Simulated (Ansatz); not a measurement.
# Si(111) with OH on 25 % of the top atoms and H on the rest: bands and core levels, part 2 of 4

Aim: core-level components, unfolded bands and work function of Si(111) with OH on 25 % of the top atoms and H on the rest.

Ansatz 0.2.0; DFT, PBE, plane-wave PAW, default files, scalar-relativistic.

So far, gap on the k-mesh (eV): step 2 (relaxation) 1.09.

**3. Bands by layer**

This is the main run. States are solved along the surface zone's path and weighed by where they lie along the normal, since photoemission sees the top layers. The cell holds 4 small cells, so the bands are unfolded.

Contents of input.yaml:

```yaml
crystal:
  lattice:
    - [7.6791796437, 0.0, 0.0]
    - [3.8395898218, 6.6503646517, 0.0]
    - [0.0, 0.0, 24.6337769138]
  atoms:
    - { symbol: H, position: [0.0586187578, 0.0485802202, 0.7195293811] }
    - { symbol: O, position: [-0.0086102129, -0.0102591577, 0.6998018474] }
    - { symbol: H, position: [0.496834778, 0.0002694844, 0.6918000934] }
    - { symbol: H, position: [0.0006045032, 0.4967154631, 0.6918298477] }
    - { symbol: H, position: [0.5003703613, 0.5001963466, 0.6917609154] }
    - { symbol: Si, position: [-0.00059859, -0.0014443512, 0.6316902555] }
    - { symbol: Si, position: [0.4988900928, -0.0003302108, 0.6306821975] }
    - { symbol: Si, position: [-4.55613e-05, 0.498596794, 0.630719809] }
    - { symbol: Si, position: [0.5002821873, 0.4997752768, 0.6307147209] }
    - { symbol: Si, position: [0.833542438, 0.3317264822, 0.5992920469] }
    - { symbol: Si, position: [0.3333902292, 0.333158664, 0.5994776633] }
    - { symbol: Si, position: [0.8328741218, 0.8325284484, 0.5998826096] }
    - { symbol: Si, position: [0.3323470756, 0.8329597338, 0.599210734] }
    - { symbol: Si, position: [0.8336435043, 0.3329318477, 0.5033999047] }
    - { symbol: Si, position: [0.3334229682, 0.3332370593, 0.5035977603] }
    - { symbol: Si, position: [0.8336599133, 0.8335230448, 0.5037621414] }
    - { symbol: Si, position: [0.3331899823, 0.8334267086, 0.5033407219] }
    - { symbol: Si, position: [0.1668248723, 0.1666868151, 0.4710257293] }
    - { symbol: Si, position: [0.6666776561, 0.1666090707, 0.4710945198] }
    - { symbol: Si, position: [0.1667465371, 0.666512266, 0.471093739] }
    - { symbol: Si, position: [0.6669615741, 0.6666843921, 0.4711214147] }
    - { symbol: Si, position: [0.166666667, 0.166666667, 0.375247085] }
    - { symbol: Si, position: [0.666666667, 0.166666667, 0.375247085] }
    - { symbol: Si, position: [0.166666667, 0.666666667, 0.375247085] }
    - { symbol: Si, position: [0.666666667, 0.666666667, 0.375247085] }
    - { symbol: Si, position: [0.0, 0.0, 0.343430893] }
    - { symbol: Si, position: [0.5, 0.0, 0.343430893] }
    - { symbol: Si, position: [0.0, 0.5, 0.343430893] }
    - { symbol: Si, position: [0.5, 0.5, 0.343430893] }
    - { symbol: H, position: [0.0, 0.0, 0.284162677] }
    - { symbol: H, position: [0.5, 0.0, 0.284162677] }
    - { symbol: H, position: [0.0, 0.5, 0.284162677] }
    - { symbol: H, position: [0.5, 0.5, 0.284162677] }
kpoints:
  mp_grid: { grid: [3, 3, 1] }
scf:
  occupations: { method: fermi_dirac, width: 0.02 }
  n_extra_bands: 36
hamiltonian:
  xc: pbe
  pseudopotentials: { kind: paw }
output:
  forces: true
  write_potential: true
  volumetric_format: []
  efg: { contact_densities: true }
  dos:
    projected:
      site_lists:
        adsorbate: [1, 0, 2, 3, 4]
        layer_1: [5, 6, 7, 8]
        layer_2: [9, 10, 11, 12]
        layer_3: [13, 14, 15, 16]
        middle: [17, 18, 19, 20]
        other_layers: [21, 22, 23, 24, 25, 26, 27, 28, 29, 30, 31, 32]
    de: 0.05
    e_range: [-30, 12]
    method: { smearing: { sigma: 0.12, scheme: gaussian } }
  eigenstates:
    kpoints:
      - [0.33333333, -0.33333333, 0.0]
      - [0.25, -0.375, 0.0]
      - [0.16666667, -0.41666667, 0.0]
      - [0.08333333, -0.45833333, 0.0]
      - [0.0, 0.5, 0.0]
      - [-0.08333333, 0.45833333, 0.0]
      # [... 29 more points ...]
      - [0.25, 0.5, 0.0]
      - [0.29166667, -0.41666667, 0.0]
    e_range: [-8.0, 6.0]
    unfold:
      supercell_matrix: [[2, 0, 0], [0, 2, 0], [0, 0, 1]]
      layers:
        axis: 3
        edges: [0.121784, 0.386178, 0.398101, 0.605591, 0.615785, 0.881905]
efield:
  axis: 3
  dipole_correction: true
```

Command:

```console
ansatz run input.yaml --threads 4 --pin off --max-ram 8192MiB --backend cpu --events-out ev --progress --plain --runs-dir out
```

Numbers of over 12 decimals in the logs are rounded to 6 here.

The program printed:

```text
[...]
Crystal: 33 atoms, lattice volume = 1258.031 Å³
Basis set: ecut = 420 eV, 24545 PW (Γ), exchange–correlation on 108×108×360 points (8 copies of the dense FFT grid, shifted against one another)
Bands: 91, of which v1, the nominal top of the filled ones, is band 55 counted from 1 (54 counted from 0)
Symmetry: 1 space group operations
[...]
k-points: 5 of 9 (time reversal used)
[...]
SCF iter   1: F=—  HF=-15953.445206 eV  |F-HF|=—  |Δ(HF+E_count)|=         —  Δρ=1.99e-3  dr2=4.83e-1  ethr=1.77e-3  p=-0.046 e·Å  D=-6.62e-3 V/Å  ΔV_dip=0.16 eV  dr2_dipole=8.32e-3  V_vac-E_F(+/−)=3.86/3.70 eV  ⟨swp⟩=9.0  Hψ=2648  notcnv=0  defer=28
[...]
SCF iter   9: F=-15953.374081 eV  HF=-15953.374081 eV  |F-HF|=4.26e-9  |Δ(HF+E_count)|=   7.55e-8  Δρ=9.56e-7  dr2=1.69e-8  ethr=9.09e-11  p=0.007 e·Å  D=1.00e-3 V/Å  ΔV_dip=-0.02 eV  dr2_dipole=2.06e-10  V_vac-E_F(+/−)=4.09/4.11 eV  ⟨swp⟩=21.6  Hψ=4560  notcnv=0
SCF 1 converged in 9 iterations: F = -15953.374081 eV  dr2 = 1.69e-8
[...]
NSCF: frozen V_eff on 37 k-points
efield: sawtooth ramp at fractional position 0.9518 (kept from the solve that this one continues, or follows in the run), width 0.1000; the density the first Hamiltonian is built on has a dipole p = 0.007 e·Å; the dipole correction subtracts the counter field D = 1.00e-3 V/Å, which shifts the + side's vacuum level by -0.02 eV against the − side's; the planar-averaged density in the ramp window peaks in size at 1.6e-6 e/Å³
[...]
SCF converged after 9 iterations
Free energy (F): -15953.374081 eV
[...]
Internal energy: -15953.374081 eV  (E = F + TS)
E sigma→0 (E₀):  -15953.374081 eV
Fermi energy:    0.190798 eV
Dipole field:    D = 0.001010 V/Å  (p = 0.007019 e·Å, saw-weighted, corrected)
Work function:   Φ+ = 4.0878 eV   Φ− = 4.1126 eV
[...]
--- Forces (eV/Å), atoms counted from 1 ---
  atom   1  H     -0.00183061     0.00186406    -0.00061316
  atom   2  O      0.00020229     0.00055123     0.00224808
  atom   3  H      0.00041415    -0.00015200    -0.00016246
  atom   4  H      0.00006108     0.00048001    -0.00029313
  atom   5  H      0.00018541     0.00021309     0.00002701
  atom   6  Si    -0.00060447    -0.00008632     0.00006810
  atom   7  Si    -0.00118993     0.00006140     0.00000673
  atom   8  Si    -0.00009615    -0.00073095     0.00001340
  atom   9  Si     0.00044199     0.00077406     0.00018477
  atom  10  Si     0.00041621     0.00109536    -0.00008069
  atom  11  Si     0.00000877    -0.00012984    -0.00005550
  atom  12  Si    -0.00027279    -0.00007786    -0.00060517
  atom  13  Si     0.00140159    -0.00020333    -0.00041095
  atom  14  Si     0.00018458    -0.00113605    -0.00043949
  atom  15  Si    -0.00036112     0.00049831     0.00003069
  atom  16  Si    -0.00068670    -0.00090484     0.00022894
  atom  17  Si    -0.00150620     0.00028101     0.00013286
  atom  18  Si     0.00007810    -0.00005409    -0.00009066
  atom  19  Si    -0.00018531    -0.00016940     0.00039186
  atom  20  Si    -0.00002342    -0.00001410    -0.00008375
  atom  21  Si     0.00050244     0.00053673     0.00047970
  atom  22  Si     0.00269711     0.00126132    -0.08440486
  atom  23  Si    -0.00227562    -0.00934824    -0.07227936
  atom  24  Si    -0.00931640     0.00100346    -0.07246147
  atom  25  Si     0.01151150     0.00412245    -0.06798297
  atom  26  Si     0.00069415     0.00061473     0.85252041
  atom  27  Si    -0.00062066    -0.00203631     0.84617273
  atom  28  Si    -0.00251151     0.00113581     0.84495770
  atom  29  Si     0.00170941     0.00125289     0.85823539
  atom  30  H      0.00005619    -0.00022635    -0.77622811
  atom  31  H     -0.00003799     0.00015651    -0.77698401
  atom  32  H      0.00052758    -0.00066672    -0.77712334
  atom  33  H      0.00042283     0.00003163    -0.77543202
  max |Σ_I F_I| component: 3.27e-5 eV/Å
--- PAW observables at the nuclei: V_zz in 10²¹ V/m², potentials from the cell's mean, atoms counted from 1 ---
  atom   1  H  V_zz =    +4.390769   η = 0.0568   by run symmetry: allowed
            electrostatic potential = -31.220540 V   contact ρ = 3.036008 e/Å³
  atom   2  O  V_zz =   +13.294928   η = 0.6581   by run symmetry: allowed
            electrostatic potential = -613.357457 V   contact ρ = 2155.953045 e/Å³
  atom   3  H  V_zz =    +1.307904   η = 0.0031   by run symmetry: allowed
            electrostatic potential = -34.567169 V   contact ρ = 2.904025 e/Å³
  atom   4  H  V_zz =    +1.308718   η = 0.0034   by run symmetry: allowed
            electrostatic potential = -34.571802 V   contact ρ = 2.903820 e/Å³
  atom   5  H  V_zz =    +1.314530   η = 0.0045   by run symmetry: allowed
            electrostatic potential = -34.612163 V   contact ρ = 2.902649 e/Å³
  atom   6  Si V_zz =    +2.065341   η = 0.1776   by run symmetry: allowed
            electrostatic potential = -1350.666320 V   contact ρ = 12809.457312 e/Å³
  atom   7  Si V_zz =    -0.991709   η = 0.0330   by run symmetry: allowed
            electrostatic potential = -1351.360252 V   contact ρ = 12809.613773 e/Å³
  atom   8  Si V_zz =    -1.012280   η = 0.0453   by run symmetry: allowed
            electrostatic potential = -1351.363532 V   contact ρ = 12809.611327 e/Å³
  atom   9  Si V_zz =    -1.182202   η = 0.0961   by run symmetry: allowed
            electrostatic potential = -1351.389482 V   contact ρ = 12809.604557 e/Å³
  atom  10  Si V_zz =    -0.621399   η = 0.6291   by run symmetry: allowed
            electrostatic potential = -1351.489997 V   contact ρ = 12810.305219 e/Å³
  atom  11  Si V_zz =    +0.307149   η = 0.2644   by run symmetry: allowed
            electrostatic potential = -1351.387459 V   contact ρ = 12810.148758 e/Å³
  atom  12  Si V_zz =    -0.531879   η = 0.9342   by run symmetry: allowed
            electrostatic potential = -1351.428346 V   contact ρ = 12810.224286 e/Å³
  atom  13  Si V_zz =    -0.606739   η = 0.6034   by run symmetry: allowed
            electrostatic potential = -1351.489698 V   contact ρ = 12810.295391 e/Å³
  atom  14  Si V_zz =    +0.247140   η = 0.2283   by run symmetry: allowed
            electrostatic potential = -1351.241769 V   contact ρ = 12810.518979 e/Å³
  atom  15  Si V_zz =    +0.090052   η = 0.0416   by run symmetry: allowed
            electrostatic potential = -1351.246105 V   contact ρ = 12810.482731 e/Å³
  atom  16  Si V_zz =    +0.305324   η = 0.1880   by run symmetry: allowed
            electrostatic potential = -1351.214617 V   contact ρ = 12810.523948 e/Å³
  atom  17  Si V_zz =    +0.254974   η = 0.1859   by run symmetry: allowed
            electrostatic potential = -1351.242910 V   contact ρ = 12810.516411 e/Å³
  atom  18  Si V_zz =    +0.132563   η = 0.0630   by run symmetry: allowed
            electrostatic potential = -1351.254550 V   contact ρ = 12810.460646 e/Å³
  atom  19  Si V_zz =    +0.143397   η = 0.3778   by run symmetry: allowed
            electrostatic potential = -1351.246832 V   contact ρ = 12810.472157 e/Å³
  atom  20  Si V_zz =    +0.143697   η = 0.3527   by run symmetry: allowed
            electrostatic potential = -1351.246941 V   contact ρ = 12810.472684 e/Å³
  atom  21  Si V_zz =    +0.139626   η = 0.3215   by run symmetry: allowed
            electrostatic potential = -1351.229379 V   contact ρ = 12810.510961 e/Å³
  atom  22  Si V_zz =    +0.207986   η = 0.0098   by run symmetry: allowed
            electrostatic potential = -1351.383038 V   contact ρ = 12810.137433 e/Å³
  atom  23  Si V_zz =    +0.240226   η = 0.0222   by run symmetry: allowed
            electrostatic potential = -1351.377120 V   contact ρ = 12810.141969 e/Å³
  atom  24  Si V_zz =    +0.238859   η = 0.0246   by run symmetry: allowed
            electrostatic potential = -1351.377433 V   contact ρ = 12810.142021 e/Å³
  atom  25  Si V_zz =    +0.221589   η = 0.0251   by run symmetry: allowed
            electrostatic potential = -1351.380222 V   contact ρ = 12810.143650 e/Å³
  atom  26  Si V_zz =    -1.839772   η = 0.0016   by run symmetry: allowed
            electrostatic potential = -1351.451908 V   contact ρ = 12809.564769 e/Å³
  atom  27  Si V_zz =    -1.839437   η = 0.0096   by run symmetry: allowed
            electrostatic potential = -1351.455071 V   contact ρ = 12809.565565 e/Å³
  atom  28  Si V_zz =    -1.839103   η = 0.0071   by run symmetry: allowed
            electrostatic potential = -1351.455704 V   contact ρ = 12809.565574 e/Å³
  atom  29  Si V_zz =    -1.842642   η = 0.0087   by run symmetry: allowed
            electrostatic potential = -1351.448184 V   contact ρ = 12809.565174 e/Å³
  atom  30  H  V_zz =    +1.586619   η = 0.0002   by run symmetry: allowed
            electrostatic potential = -34.634527 V   contact ρ = 3.004327 e/Å³
  atom  31  H  V_zz =    +1.586816   η = 0.0000   by run symmetry: allowed
            electrostatic potential = -34.639028 V   contact ρ = 3.004519 e/Å³
  atom  32  H  V_zz =    +1.586836   η = 0.0001   by run symmetry: allowed
            electrostatic potential = -34.639860 V   contact ρ = 3.004559 e/Å³
  atom  33  H  V_zz =    +1.586667   η = 0.0001   by run symmetry: allowed
            electrostatic potential = -34.629579 V   contact ρ = 3.004045 e/Å³
--- Band table (eV; the first three rows and the last of 5) ---
  k-point 0: bands = [... 51 lower, -0.8029, -0.7765, -0.3656, -0.3485, 0.7370, 0.7503, 0.7512, 1.1846, ... 32 higher]
  k-point 1: bands = [... 51 lower, -1.6275, -1.3972, -1.2844, -0.7588, 0.8791, 1.4587, 1.5771, 1.6834, ... 32 higher]
  k-point 2: bands = [... 51 lower, -1.6299, -1.3964, -1.2812, -0.7574, 0.8801, 1.4592, 1.5758, 1.6838, ... 32 higher]
  k-point 4: bands = [... 51 lower, -2.0267, -1.6591, -1.5236, -1.4993, 1.7855, 2.1384, 2.1956, 2.2147, ... 32 higher]
```

The job ended after 3.1 min (4 threads of Intel Xeon at 2.80GHz (Skylake/Cascade Lake), shared host; peak memory 4.7 GiB).

Reading the cycles: dr2 is the Hartree energy of the density residual (eV), the measure of convergence; HF is the Harris–Foulkes estimate of the energy, which meets the free energy F at convergence.

Numbers from this step:

```
zero of energy                                 : valence-band maximum
share of occupied states in no projected shell : 0.0118 of the occupied states in the window
```

A(k,E), total over k along the path and E. Zero: valence-band maximum.

Ten even steps from '_' (0.0 eV⁻¹) to '@' (7.8 eV⁻¹), each cell a mean:
```
----::==--====++==++::::::::::==##------::......____..--==--
..::::--******++----**==::--**##++==--::--------::..----::..
______..::--==++******%%@@@@##==::::::..::::::::--==--..____
........__....::================--......______....::==--....
==------------::----====----==--::::::::--......::::....--==
______________________..--::....::::::::--======--::......__
____________________________________........::::::__________
____________________________________________..______________
______________________..::..________________________________
__________________..--==++++--::..__________________________
______________..----==++==++++--::::::....__________________
______......::--==++==--::::==++==------::::::::::..________
........__..----::--..______..::::::::::------------::::::..
::::::::====--::--::__________..::::::..::::::::::--::::::::
::::::----::..--::______________..::..........::::------::::
----==--::----......................::::::::::::::::--------
====----::......__________________......::::::::::::------==
....______....______________________....__________________..
________..............................__..__________________
____........__________________________......________________
::::::....................................::::::----------::
..........______________________________....................
```
Columns: k along the path (Å⁻¹) from 0 to 2.58; rows upwards: E (eV) from -7.16 to 4.89.

A(k,E), top over k along the path and E. Zero: valence-band maximum.

Ten even steps from '_' (0.01 eV⁻¹) to '@' (1.49 eV⁻¹), each cell a mean:
```
++----====++******++::::::::::==**++++++--::::....__..--++++
::----==++****++==++%%**++++##@@##++--------::::::::====--::
______..::--==++**####%%@@@@##++----::::::::::::--==--..____
__......____..::----============--::::..____......::--::..__
----::::::::::::::--==--::------::::::::::......::::....::--
____________________..::--::......::::::--======--::......__
____________________________________..............__________
____________________________________________________________
______________________..::..________________________________
__________________..--==++++--::..__________________________
______________..----==--::--==--::::::....__________________
______......::----==--::::::--==--------::::::::::..________
........__..--::::::..________::::......::----------::::....
::::::--====--::::..__________..::::::..........::::::::::::
::::::----::::--::..____________..--::............::----::::
======------==::----------------::::------==================
==++======--::::::::::::........::::--------------======++==
................____________________......______________....
........::..::::::::::::::::::::::::::..::..________........
____......::......______________..__..::....________________
::::::::..................................::::::::::::::::::
..........__________............______......................
```
Columns: k along the path (Å⁻¹) from 0 to 2.58; rows upwards: E (eV) from -7.16 to 4.89.

A(k,E), middle over k along the path and E. Zero: valence-band maximum.

Values in eV⁻¹, 12 rows by 16 columns, each cell a mean:
```
0.86 1.15 1.88 1.91 1.19 1.18 0.48 0.74 1.82 1.09 1.05 1.01 0.84 0.40 1.01 0.97
0.23 0.60 0.83 1.32 1.83 2.02 2.71 2.52 1.52 0.99 0.68 0.67 0.78 1.23 1.10 0.22
1.45 1.15 1.07 1.04 1.12 1.46 1.26 1.39 1.18 0.84 1.02 0.89 0.66 1.01 1.03 1.47
0.08 0.08 0.06 0.05 0.06 0.08 0.40 0.20 0.15 0.58 0.77 1.04 1.28 0.80 0.22 0.08
0.02 0.02 0.03 0.03 0.04 0.16 0.68 0.44 0.11 0.06 0.07 0.09 0.09 0.04 0.03 0.02
0.03 0.03 0.06 0.22 0.66 1.42 1.94 1.80 0.94 0.59 0.42 0.19 0.11 0.05 0.03 0.03
0.37 0.55 0.59 1.09 1.43 1.55 0.74 1.10 1.66 1.38 1.20 1.15 1.16 0.97 0.58 0.37
1.13 1.12 1.49 1.16 1.04 0.28 0.06 0.08 0.61 0.78 0.88 1.14 1.22 1.27 1.15 1.16
0.86 0.98 0.83 0.75 0.55 0.35 0.34 0.34 0.39 0.71 0.51 0.43 0.46 0.66 1.02 0.87
0.70 0.42 0.44 0.51 0.14 0.11 0.09 0.10 0.12 0.34 0.54 0.23 0.17 0.16 0.35 0.68
0.13 0.50 0.54 0.30 0.24 0.23 0.24 0.23 0.23 0.28 0.46 0.51 0.12 0.10 0.10 0.10
0.96 0.56 0.47 0.39 0.37 0.39 0.38 0.39 0.38 0.37 0.47 0.63 0.94 0.97 0.95 1.02
```
Columns: k along the path (Å⁻¹) from 0 to 2.58; rows upwards: E (eV) from -7.16 to 4.89.

A(k,E), bottom over k along the path and E. Zero: valence-band maximum.

Ten even steps from '0' (0.01 eV⁻¹) to '9' (2.52 eV⁻¹), each cell a mean:
```
432334455622122473332111001334
122345442374236853222222213321
000112445558996322211122233100
011000123443333321110000023210
322222111233233322122100220123
000000000001210011222344311000
000000000000000000111111100000
000000000000000000000000000000
000000000000110000000000000000
000000000134653110000000000000
000000012344335322110000000000
000011133432113433332111100000
011001322210000221112333321110
111134312100000021101111221111
222332131000000003211111123222
445323311111111111232222222444
432321000000000000012233333334
000000000000000000000000000000
000010111111111111101000000000
000111100000000000111100000000
221111111111111111111112222222
010010000000000000001111100000
```
Columns: k along the path (Å⁻¹) from 0 to 2.58; rows upwards: E (eV) from -7.16 to 4.89.

(Continued in part 3 of 4.)

[Logs are printed without paths, hosts, clocks, repeated set-up lines and the standing remarks that a program may print on its own settings, such as how far it seeks lower states.]

[Hosts, paths, dates, database ids (printed as entryN), source tags and the programs' standing remarks are cut or masked in the printed files.]

[Maps of the electrostatic potential energy from Ansatz leave out the sawtooth potential of an applied field or a dipole correction, so their vacuum need not be flat; work functions include it.]
